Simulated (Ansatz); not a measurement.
# Ru(0001) film, 1 layer, flat: channels in plane against thickness

Aim: the ballistic channels of flat films against thickness, first Ru(0001) film, 1 layer, flat.

Method: Ansatz plane-wave DFT, PBE, PAW files; ballistic transport by layer matching (Landauer), zero bias; PAW set soft_1, in Ansatz 0.2.0.

**1. The structure**

The cell holds 2 atoms: 2 Ru. Cell: a = 11.000 Å, b = 2.706 Å, c = 4.687 Å, α = 90.0°, β = 90.0°, γ = 90.0°. It derives from Ru. Vacuum lies along a. The structure's axis is c.

**2. With 1 layer**

Vacuum lies along the first vector, which takes one k-point, and the current runs in the film's plane. One period is a perfect wire, so its channels are the result. Energies from -0.27 to 0.27 eV in steps of 0.036 eV cover the slope of the Fermi function at 300 K, so the program can form a conductance.

Contents of input.yaml:

```yaml
crystal:
  lattice:
    - [11.0, 0.0, 0.0]
    - [0.0, 2.7058, 0.0]
    - [0.0, 0.0, 4.6865830751]
  atoms:
    - { symbol: Ru, position: [0.4090909091, 0.0, 0.0] }
    - { symbol: Ru, position: [0.4090909091, 0.5, 0.5] }
kpoints:
  mp_grid: { grid: [1, 15, 9] }
hamiltonian:
  xc: pbe
  pseudopotentials: { kind: paw, azcp: { folder: soft_1 } }
scf:
  occupations: { method: fermi_dirac, width: 0.1 }
output:
  transmission:
    leads: [[0, 0]]
    kmesh: [1, 34]
    e_range: [-0.27, 0.27]
    de: 0.036
```

Started as:

```bash
> ansatz run input.yaml --threads 8 --pin off --max-ram 15360MiB --backend cpu --events-out ev --progress --plain --runs-dir out
```

Numbers of over 12 decimals in the logs are rounded to 6 here.

The log of the run:

```text
Engine: ansatz 0.2.0, x86_64-unknown-linux-gnu
Pseudopotentials: kind: paw
Pseudopotential: Ru, paw, valence charge 16, recommended cutoff 420 eV (normal), soft_1/Ru.paw.azcp
Functional definition: PBE
  parameter kappa = 0.804
  parameter beta = 0.066725
  exchange = pbe_x(kappa = kappa, mu = beta*pi^2/3)
  correlation = pbe_c(beta = beta)
Crystal: 2 atoms, lattice volume = 139.491 Å³
Basis set: ecut = 420 eV, 2727 PW (Γ)
Bands: 20, of which v1, the nominal top of the filled ones, is band 16 counted from 1 (15 counted from 0)
Symmetry: 16 space group operations
Space group: P6/mmm (ITA 191), of the structure as read, at distance tolerance 5.2e-5 Å
k-points: 40 of 135
Non-local potential: Ru, projectors of the file, l = 0: 3, l = 1: 2, l = 2: 2, l = 3: 1
PAW form: soft (Blöchl's): semilocal exchange-correlation on the pseudo side does not see the compensation charge
PAW one-centre angular grid: Ru, 590 points (default); XC on 64 Gauss nodes
Initial density: superposition of atomic densities (neutral atoms: chi_scale 0, normalization atom)
Initial wavefunctions: pseudopotential atomic-orbital guess
Functional: x = pbe(κ = 0.804, μ = 0.219515), c = pbe(β = 0.066725)
SCF iter   1: F=—  HF=-11753.188244 eV  |F-HF|=—  |Δ(HF+E_count)|=         —  Δρ=4.57e-2  dr2=3.10e0  ethr=3.10e-3  ⟨swp⟩=6.3  Hψ=8087  notcnv=0  defer=6
automatic band count: the SCF goes on with 24 bands, as 20 were too few: the levels above may hold too much charge
preconditioner: auto → LDOS  [metal: Δε(μ)=0.021 eV  Ē_g=6.055 eV  σ=0.100 eV  W_gap=0.05  n_scr=16 (ndim 8)  ℏωp=12.6 eV  f_vac=0.605  D(μ)=7.18/eV (n_scr^D=72)  β→1.0]
SCF iter   2: F=—  HF=-11752.521988 eV  |F-HF|=—  |Δ(HF+E_count)|=   6.66e-1  Δρ=2.90e-2  dr2=8.23e-1  ethr=3.10e-3  ⟨swp⟩=3.0  Hψ=2381  notcnv=0  defer=24
SCF iter   3: F=—  HF=-11752.428565 eV  |F-HF|=—  |Δ(HF+E_count)|=   9.34e-2  Δρ=6.58e-3  dr2=5.71e-2  ethr=2.57e-3  ⟨swp⟩=2.3  Hψ=1887  notcnv=0  defer=27
SCF iter   4: F=—  HF=-11752.422565 eV  |F-HF|=—  |Δ(HF+E_count)|=   6.00e-3  Δρ=1.96e-3  dr2=4.97e-3  ethr=1.79e-4  ⟨swp⟩=2.0  Hψ=1689  notcnv=0  defer=28
SCF iter   5: F=—  HF=-11752.422156 eV  |F-HF|=—  |Δ(HF+E_count)|=   4.09e-4  Δρ=6.36e-4  dr2=3.19e-4  ethr=1.55e-5  ⟨swp⟩=2.4  Hψ=1395  notcnv=0  defer=28
SCF iter   6: F=—  HF=-11752.422273 eV  |F-HF|=—  |Δ(HF+E_count)|=   1.18e-4  Δρ=1.42e-4  dr2=4.65e-5  ethr=9.98e-7  ⟨swp⟩=2.2  Hψ=1338  notcnv=0  defer=28
SCF iter   7: F=—  HF=-11752.422273 eV  |F-HF|=—  |Δ(HF+E_count)|=   6.70e-7  Δρ=1.09e-4  dr2=8.19e-6  ethr=1.45e-7  ⟨swp⟩=2.6  Hψ=1387  notcnv=0  defer=28
SCF iter   8: F=—  HF=-11752.422272 eV  |F-HF|=—  |Δ(HF+E_count)|=   4.20e-7  Δρ=1.16e-5  dr2=1.49e-7  ethr=2.56e-8  ⟨swp⟩=2.2  Hψ=1400  notcnv=0  defer=28
SCF iter   9: F=-11752.422272 eV  HF=-11752.422272 eV  |F-HF|=6.03e-9  |Δ(HF+E_count)|=   2.53e-7  Δρ=2.96e-6  dr2=1.10e-8  ethr=3.13e-10  ⟨swp⟩=7.8  Hψ=3128  notcnv=0
SCF 1 converged in 9 iterations: F = -11752.422272 eV  dr2 = 1.10e-8
  greatest PAW one-centre occupation: 0.999 electrons in one spin orbital (limit 2), on the Ru atom at site 1 (counted from 0), in its partial waves of l = 0
transmission: 16 of 144 steps passed
transmission: 32 of 144 steps passed
[...]
transmission: 144 of 144 steps passed
SCF converged after 9 iterations
Free energy (F): -11752.422272 eV
Harris-Foulkes:  -11752.422272 eV  (|F-HF|=6.03e-9)
Internal energy: -11752.169351 eV  (E = F + TS)
E sigma→0 (E₀):  -11752.295812 eV
Entropy (-TS):   -0.252922 eV (-126.461 meV/atom)
Fermi energy:    0.057878 eV
--- Per-component energies (eV) ---
  E_band       = -823.791384
  E_kinetic    = 905.821090
  E_local      = -12654.118110  (includes V_loc(G=0)·N_el)
  E_nonlocal   = 833.152744
  E_hartree    = 5541.616875
  E_xc         = -330.979606
  E_vxc        = -417.537137  (∫ρ·V_xc dr)
  E_paw        = -7004.575631  (= ΣΔE_a)
  E_vpaw       = -574.355652  (= ΣTr[D̂ρ^β])
  E_aug_tail   = 0.001301  (compensation charges beyond the density's cutoff)
  E_ewald      = 956.911987
  E_smearing   = -0.252922  (= −TS)
  E_closure    = -0.000000  (closes the sum)
  Σ components = -11752.422272   (vs F -11752.422272, Δ=0.00e0)
--- Band table (eV; the first three rows and the last of 40) ---
  k-point 0: bands = [... 12 lower, -1.4522, -1.4498, 0.0829, 0.2529, 0.9443, 0.9469, 1.5048, 2.3189, ... 4 higher]
  k-point 1: bands = [... 12 lower, -1.4442, -1.3615, 0.0180, 0.2725, 0.5041, 0.9220, 1.9577, 2.1640, ... 4 higher]
  k-point 2: bands = [... 12 lower, -1.3116, -1.1016, -0.1717, -0.1162, 0.3292, 0.8584, 1.6908, 1.7411, ... 4 higher]
  k-point 39: bands = [... 12 lower, 0.0506, 0.0829, 0.1951, 0.2606, 1.9302, 2.2047, 3.1934, 3.8341, ... 4 higher]
--- Transmission ---
  basis      : 261 plane waves across, 8 finite elements along
  points     : 18, standing for a mesh of 1 x 34
  filling    : by the input's occupations and mesh, since the crystals that have channels conduct as metals do. If one of these is a semiconductor, that mesh has misplaced its level
  energies   : 16 from -0.270000 to 0.270000 eV about the Fermi level, 0.036000 eV apart; the leads are filled to 0.000000 eV, and channels, transmission and decay are at 0.018000 eV
  crystal 0  : Ru2, at the sites [0, 0], period 4.6866 Å: whole cells are its period
    offset         : up to 0.0000 Å between an atom of the period and one for which it stands
    filled         : 15.2 meV under the level at which it is neutral
    channels       : 3.470588e0 a spin
    conductance    : 8.8211e14 S/m² at 300 K; may be off by some 0.0 % by where its bands' edges are placed, 6.8 % from the k-mesh, 1.1 % from the distance to neutral
```

Elapsed: 3.5 min, on 8 threads of Intel Xeon at 2.70GHz, shared host; peak memory 1.3 GiB.

Reading the cycles: dr2 is the Hartree energy of the density residual (eV), the measure of convergence; HF is the Harris–Foulkes estimate of the energy, which meets the free energy F at convergence.

This step gave:

```
free energy                                : -11752.4223 eV
energy at zero smearing                    : -11752.2958 eV
Fermi energy                               : 0.05788 eV
cell area                                  : 29.76 Å²
estimated errors of the lead's conductance : 0, 6.8, 1.1 % (band edges, k-mesh, distance from neutral)
lead conductance per cell                  : 3.389 G₀
```

Per spin. The open channels, zone mean, lead by energy, zero at the Fermi level:

```csv
energy (eV),"open channels, zone mean, lead"
-0.270,3.41
-0.234,3.41
-0.198,3.35
-0.162,3.47
-0.126,3.53
-0.090,3.53
-0.054,3.41
-0.018,3.47
0.018,3.47
0.054,2.79
0.090,3.38
0.126,3.15
0.162,3.09
0.198,3.12
0.234,2.82
0.270,2.76
```

The program's largest error estimate for it is 6.8 %, from the k-mesh.

**3. With 2 layers, thickness 4.282 A**

The film grows to 2 layers.

System of this step: Ru(0001) film, 2 layers, flat. The cell holds 4 atoms: 4 Ru. Its edges and angles: a = 13.141 Å, b = 2.706 Å, c = 4.687 Å, α = 90.0°, β = 90.0°, γ = 90.0°. It derives from Ru. Vacuum lies along a. The structure's axis is c.

input.yaml, the sections that differ from step 2:

```yaml
crystal:
  lattice:
    - [13.14095, 0.0, 0.0]
    - [0.0, 2.7058, 0.0]
    - [0.0, 0.0, 4.6865830751]
  atoms:
    - { symbol: Ru, position: [0.3424409955, 0.0, 0.0] }
    - { symbol: Ru, position: [0.3424409955, 0.5, 0.5] }
    - { symbol: Ru, position: [0.5053630065, 0.0, 0.3333333333] }
    - { symbol: Ru, position: [0.5053630065, 0.5, 0.8333333333] }
# kpoints, hamiltonian, scf, output: as in step 2
```

The log of the run:

```text
[...]
Crystal: 4 atoms, lattice volume = 166.640 Å³
Basis set: ecut = 420 eV, 3261 PW (Γ)
Bands: 39, of which v1, the nominal top of the filled ones, is band 32 counted from 1 (31 counted from 0)
Symmetry: 8 space group operations
[...]
k-points: 40 of 135
[...]
k-point 39: bands = [... 28 lower, 4.3119, 4.3201, 5.0278, 5.0695, 5.7779, 5.9610, 6.1074, 6.1766, ... 3 higher]
--- Transmission ---
  basis      : 315 plane waves across, 10 finite elements along
  points     : 18, standing for a mesh of 1 x 34
[...]
crystal 0  : Ru4, at the sites [0, 0], period 4.6866 Å: whole cells are its period
[...]
filled         : 5.1 meV over the level at which it is neutral
    channels       : 3.352941e0 a spin
[...]
[key lines of the parts left out:]
SCF converged after 9 iterations
Free energy (F): -23510.801124 eV
Fermi energy:    4.272177 eV
```

It took 7 min on 8 threads; peak memory 1.9 GiB.

Numbers from this step:

| Item | Value |
| --- | --- |
| free energy | -23510.8011 eV |
| energy at zero smearing | -23510.6857 eV |
| Fermi energy | 4.272 eV |
| cell area | 35.56 Å² |
| estimated errors of the lead's conductance | 0, 8.7, 0.3 % (band edges, k-mesh, distance from neutral) |
| lead conductance per cell | 3.369 G₀ |

Per spin. The open channels, zone mean, lead by energy, zero at the Fermi level:

```csv
energy (eV),"open channels, zone mean, lead"
-0.270,2.24
-0.234,2.53
-0.198,2.82
-0.162,2.88
-0.126,2.76
-0.090,3.12
-0.054,3.47
-0.018,3.53
0.018,3.35
0.054,3
0.090,2.76
0.126,2.62
0.162,3.03
0.198,3.5
0.234,3.32
0.270,3.5
```

The lead conductance per cell is 3.37 G₀, 0.57 % under the 3.39 G₀ of the last finished run, within the error estimates, leads' steps apart, of 6.8 and 8.7 %.

**4. With 3 layers, thickness 6.423 A**

The film grows to 3 layers.

System of this step: Ru(0001) film, 3 layers, flat. The cell holds 6 atoms: 6 Ru. Cell: a = 15.282 Å, b = 2.706 Å, c = 4.687 Å, α = 90.0°, β = 90.0°, γ = 90.0°. It derives from Ru. Vacuum lies along a. The structure's axis is c.

input.yaml, the sections that differ from step 3:

```yaml
crystal:
  lattice:
    - [15.2819, 0.0, 0.0]
    - [0.0, 2.7058, 0.0]
    - [0.0, 0.0, 4.6865830751]
  atoms:
    - { symbol: Ru, position: [0.2944660023, 0.0, 0.0] }
    - { symbol: Ru, position: [0.2944660023, 0.5, 0.5] }
    - { symbol: Ru, position: [0.4345631106, 0.0, 0.3333333333] }
    - { symbol: Ru, position: [0.4345631106, 0.5, 0.8333333333] }
    - { symbol: Ru, position: [0.574660219, 0.0, 0.0] }
    - { symbol: Ru, position: [0.574660219, 0.5, 0.5] }
# kpoints, hamiltonian, scf, output: as in step 3
```

The log of the run:

```text
[...]
Crystal: 6 atoms, lattice volume = 193.789 Å³
Basis set: ecut = 420 eV, 3749 PW (Γ)
Bands: 58, of which v1, the nominal top of the filled ones, is band 48 counted from 1 (47 counted from 0)
[... 1 set-up line as in the run before ...]
[...]
k-points: 40 of 135 (time reversal used)
[...]
k-point 39: bands = [... 44 lower, 7.4590, 7.4930, 8.0861, 8.1260, 8.2968, 8.3307, 8.6407, 8.9141, ... 6 higher]
--- Transmission ---
  basis      : 363 plane waves across, 10 finite elements along
  points     : 18, standing for a mesh of 1 x 34
[...]
crystal 0  : Ru6, at the sites [0, 0], period 4.6866 Å: whole cells are its period
[...]
filled         : 4.4 meV under the level at which it is neutral
    channels       : 3.647059e0 a spin
[...]
[key lines of the parts left out:]
SCF converged after 9 iterations
Free energy (F): -35268.387871 eV
Fermi energy:    7.018703 eV
```

Wall time 8.9 min (8 threads); peak memory 2.6 GiB; 45 min of CPU time.

Numbers from this step:

| Item | Value |
| --- | --- |
| free energy | -35268.3879 eV |
| energy at zero smearing | -35268.2854 eV |
| Fermi energy | 7.019 eV |
| cell area | 41.35 Å² |
| estimated errors of the lead's conductance | 0, 8, 0 % (band edges, k-mesh, distance from neutral) |
| lead conductance per cell | 3.654 G₀ |

Per spin. Table of open channels, zone mean, lead by energy, zero at the Fermi level:

```csv
energy (eV),"open channels, zone mean, lead"
-0.270,3.26
-0.234,3.32
-0.198,3.38
-0.162,3.32
-0.126,3.15
-0.090,3.79
-0.054,3.68
-0.018,3.65
0.018,3.65
0.054,3.76
0.090,3.65
0.126,3.82
0.162,3.76
0.198,3.88
0.234,3.82
0.270,3.82
```

The lead conductance per cell is 3.65 G₀, 8.4 % over the 3.37 G₀ of the last finished run, within the error estimates, leads' steps apart, of 8.7 and 8 %.

**5. With 4 layers, thickness 8.564 A**

The film grows to 4 layers.

System of this step: Ru(0001) film, 4 layers, flat. The cell holds 8 atoms: 8 Ru. Cell: a = 17.423 Å, b = 2.706 Å, c = 4.687 Å, α = 90.0°, β = 90.0°, γ = 90.0°. It derives from Ru. Vacuum lies along a. The structure's axis is c.

input.yaml, the sections that differ from step 4:

```yaml
crystal:
  lattice:
    - [17.42285, 0.0, 0.0]
    - [0.0, 2.7058, 0.0]
    - [0.0, 0.0, 4.6865830751]
  atoms:
    - { symbol: Ru, position: [0.2582815096, 0.0, 0.0] }
    - { symbol: Ru, position: [0.2582815096, 0.5, 0.5] }
    - { symbol: Ru, position: [0.3811632425, 0.0, 0.3333333333] }
    - { symbol: Ru, position: [0.3811632425, 0.5, 0.8333333333] }
    - { symbol: Ru, position: [0.5040449754, 0.0, 0.0] }
    - { symbol: Ru, position: [0.5040449754, 0.5, 0.5] }
    - { symbol: Ru, position: [0.6269267083, 0.0, 0.3333333333] }
    - { symbol: Ru, position: [0.6269267083, 0.5, 0.8333333333] }
# kpoints, hamiltonian, scf, output: as in step 4
```

The log of the run:

```text
[...]
Crystal: 8 atoms, lattice volume = 220.938 Å³
Basis set: ecut = 420 eV, 4337 PW (Γ)
Bands: 77, of which v1, the nominal top of the filled ones, is band 64 counted from 1 (63 counted from 0)
[... 1 set-up line as in the run before ...]
[...]
k-points: 40 of 135
[...]
k-point 39: bands = [... 60 lower, 9.9715, 10.0092, 10.2362, 10.2933, 10.3063, 10.3283, 10.3374, 10.5278, ... 9 higher]
--- Transmission ---
  basis      : 419 plane waves across, 10 finite elements along
  points     : 18, standing for a mesh of 1 x 34
[...]
crystal 0  : Ru8, at the sites [0, 0], period 4.6866 Å: whole cells are its period
[...]
filled         : 14.2 meV under the level at which it is neutral
    channels       : 5.382353e0 a spin
[...]
[key lines of the parts left out:]
SCF converged after 10 iterations
Free energy (F): -47025.766214 eV
Fermi energy:    8.963439 eV
```

The job ended after 13 min (8 threads; peak memory 3.4 GiB; 72 min of CPU time).

Numbers from this step:

```yaml
free_energy: -47025.7662 eV
energy_at_zero_smearing: -47025.6048 eV
fermi_energy: 8.963 eV
cell_area: 47.14 Å²
estimated_errors_of_the_lead_s_conductance: 0, 9.4, 0.5 % (band edges, k-mesh, distance from neutral)
lead_conductance_per_cell: 5.305 G₀
```

Per spin. The open channels, zone mean, lead by energy, zero at the Fermi level:

```csv
energy (eV),"open channels, zone mean, lead"
-0.270,5.68
-0.234,5.56
-0.198,5.68
-0.162,5.62
-0.126,5.68
-0.090,5.32
-0.054,5.15
-0.018,5.21
0.018,5.38
0.054,5.38
0.090,5.44
0.126,5.82
0.162,5.56
0.198,5
0.234,4.59
0.270,4.76
```

The lead conductance per cell is 5.31 G₀, 45 % over the 3.65 G₀ of the last finished run.

**6. With 5 layers, thickness 10.705 A**

The film grows to 5 layers.

System of this step: Ru(0001) film, 5 layers, flat. The cell holds 10 atoms: 10 Ru. Cell: a = 19.564 Å, b = 2.706 Å, c = 4.687 Å, α = 90.0°, β = 90.0°, γ = 90.0°. It derives from Ru. Vacuum lies along a. The structure's axis is c.

input.yaml, the sections that differ from step 5:

```yaml
crystal:
  lattice:
    - [19.5638, 0.0, 0.0]
    - [0.0, 2.7058, 0.0]
    - [0.0, 0.0, 4.6865830751]
  atoms:
    - { symbol: Ru, position: [0.2300166634, 0.0, 0.0] }
    - { symbol: Ru, position: [0.2300166634, 0.5, 0.5] }
    - { symbol: Ru, position: [0.3394509247, 0.0, 0.3333333333] }
    - { symbol: Ru, position: [0.3394509247, 0.5, 0.8333333333] }
    - { symbol: Ru, position: [0.4488851859, 0.0, 0.0] }
    - { symbol: Ru, position: [0.4488851859, 0.5, 0.5] }
    - { symbol: Ru, position: [0.5583194471, 0.0, 0.3333333333] }
    - { symbol: Ru, position: [0.5583194471, 0.5, 0.8333333333] }
    - { symbol: Ru, position: [0.6677537084, 0.0, 0.0] }
    - { symbol: Ru, position: [0.6677537084, 0.5, 0.5] }
# kpoints, hamiltonian, scf, output: as in step 5
```

The log of the run:

```text
[...]
Crystal: 10 atoms, lattice volume = 248.088 Å³
Basis set: ecut = 420 eV, 4863 PW (Γ)
Bands: 96, of which v1, the nominal top of the filled ones, is band 80 counted from 1 (79 counted from 0)
[... 1 set-up line as in the run before ...]
[...]
k-points: 40 of 135 (time reversal used)
[...]
k-point 39: bands = [... 76 lower, 11.3568, 11.4600, 11.8868, 11.9242, 11.9271, 11.9678, 12.0409, 12.0945, ... 12 higher]
--- Transmission ---
  basis      : 469 plane waves across, 10 finite elements along
  points     : 18, standing for a mesh of 1 x 34
[...]
crystal 0  : Ru10, at the sites [0, 0], period 4.6866 Å: whole cells are its period
[...]
filled         : 6.7 meV over the level at which it is neutral
    channels       : 6.500000e0 a spin
[...]
[key lines of the parts left out:]
SCF converged after 10 iterations
Free energy (F): -58783.250179 eV
Fermi energy:    10.562856 eV
```

Wall time 19 min (8 threads); peak memory 4.2 GiB.

Numbers from this step:

```yaml
free_energy: -58783.2502 eV
energy_at_zero_smearing: -58783.0608 eV
fermi_energy: 10.56 eV
cell_area: 52.94 Å²
estimated_errors_of_the_lead_s_conductance: 0, 6.7, 0 % (band edges, k-mesh, distance from neutral)
lead_conductance_per_cell: 6.582 G₀
```

Per spin. The open channels, zone mean, lead by energy, zero at the Fermi level:

```csv
energy (eV),"open channels, zone mean, lead"
-0.270,6.38
-0.234,6.85
-0.198,6.74
-0.162,6.44
-0.126,6.62
-0.090,6.85
-0.054,6.74
-0.018,6.5
0.018,6.5
0.054,6.62
0.090,6.91
0.126,6.85
0.162,6.85
0.198,6.85
0.234,6.79
0.270,6.62
```

The lead conductance per cell is 6.58 G₀, 24 % over the 5.31 G₀ of the last finished run.

**7. Cost and result by level**

Times are for 8 threads of Intel Xeon at 2.70GHz, shared host. The series side by side:

```csv
no.,layers,lead conductance per cell (G₀),time,memory (GiB)
1,1,3.389,3.5 min,1.3
2,2,3.369,7 min,1.9
3,3,3.654,8.9 min,2.6
4,4,5.305,13 min,3.4
5,5,6.582,19 min,4.2
```

The runs together. Open channels, zone mean against energy, zero at the Fermi level:

```csv
energy (eV),1,2,3,4,5
-0.270,3.41,2.24,3.26,5.68,6.38
-0.234,3.41,2.53,3.32,5.56,6.85
-0.198,3.35,2.82,3.38,5.68,6.74
-0.162,3.47,2.88,3.32,5.62,6.44
-0.126,3.53,2.76,3.15,5.68,6.62
-0.090,3.53,3.12,3.79,5.32,6.85
-0.054,3.41,3.47,3.68,5.15,6.74
-0.018,3.47,3.53,3.65,5.21,6.5
0.018,3.47,3.35,3.65,5.38,6.5
0.054,2.79,3,3.76,5.38,6.62
0.090,3.38,2.76,3.65,5.44,6.91
0.126,3.15,2.62,3.82,5.82,6.85
0.162,3.09,3.03,3.76,5.56,6.85
0.198,3.12,3.5,3.88,5,6.85
0.234,2.82,3.32,3.82,4.59,6.79
0.270,2.76,3.5,3.82,4.76,6.62
```

**8. Results**

| Item | Value |
| --- | --- |
| conductance per cell, 1 layer | 3.39 G₀ |
| conductance per cell, 2 layers | 3.37 G₀ |
| conductance per cell, 3 layers | 3.65 G₀ |
| conductance per cell, 4 layers | 5.31 G₀ |
| conductance per cell, 5 layers | 6.58 G₀ |

What this shows: The conductance per cell width goes from 3.39 G0 at 1 to 6.58 G0 at 5 layers. Over the film's own cross-section (layers × spacing × width) the conductance runs from 4.5 to 1.8×10¹⁵ S/m²; that nominal section leaves out the charge that spills into the vacuum, which flatters the thinnest films. The gains from one thickness to the next are -0.019, 0.28, 1.7 and 1.3 G0 per added layer; they differ by more than the error estimates allow, as expected where subbands cross the Fermi level in steps. The film repeats perfectly along the current, so nothing scatters; its faces are clean and not relaxed. Very thin films of this metal can turn magnetic, which an unpolarised run can't show. The program's error estimates for the conductances, leads' steps apart, run from 6.7 to 9.4 %.

[Logs are printed without paths, hosts, clocks, repeated set-up lines and the standing remarks that a program may print on its own settings, such as how far it seeks lower states.]

[Hosts, paths, dates, database ids (printed as entryN), source tags and the programs' standing remarks are cut or masked in the printed files.]
